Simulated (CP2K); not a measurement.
Consider chloropyrazine at its PBE geometry (Å).

```xyz
10

Cl    2.5698   -1.5523   -0.0947
C     1.0624   -0.6719   -0.0442
C     1.0874    0.7144    0.1790
N    -0.0490    1.4162    0.2302
C    -1.1936    0.7327    0.0517
C    -1.1977   -0.6429   -0.1762
N    -0.0578   -1.3568   -0.2206
H     2.0288    1.2505    0.3120
H    -2.1226    1.3045    0.0928
H    -2.1276   -1.1945   -0.3300
```

Method: CP2K XAS_TDP, all-electron GAPW, PBEh(45%), aug-pc-1, TDA, GW2X-corrected core level, ZORA, spin–orbit coupling.

Q: Predict the bright core excitations at the Cl L₂,₃ edge.

Leading lines: Cl1 202.98 eV. The leading line of an atom is its first one with 35 % of the strongest within 2.5 eV of its lowest line over the strength cut. Core ionisation energies at this level: Cl1 207.25/207.39/208.82 eV; the 2p½ level lies 1.51 eV above the 2p3/2 pair.

The first six lines of each atom with a strength over 0.0003:

```
             atom  energy (eV)  states  strength, one atom  above the computed threshold
Cl1 (bonded to C)       202.98       2              0.0070                              
                        204.49       2              0.0050                              
                        205.52       2              0.0007                              
                        205.60       2              0.0006                              
                        205.63       1              0.0016                              
                        207.13       3              0.0004
```

Lines are vertical, at one geometry, with no vibrational structure. GW2X ionisation energies and lines can be off by 1 to 2 eV either way, and a good line position may hide errors that cancel. Rydberg lines, and the discretised continuum above threshold, depend on the basis and the box.

[Banner, clock and machine lines of the logs are left out without a mark of their own.]

[Logs are printed without paths, hosts, clocks, repeated set-up lines and the standing remarks that a program may print on its own settings, such as how far it seeks lower states.]

[Hosts, paths, dates, database ids (printed as entryN), source tags and the programs' standing remarks are cut or masked in the printed files.]
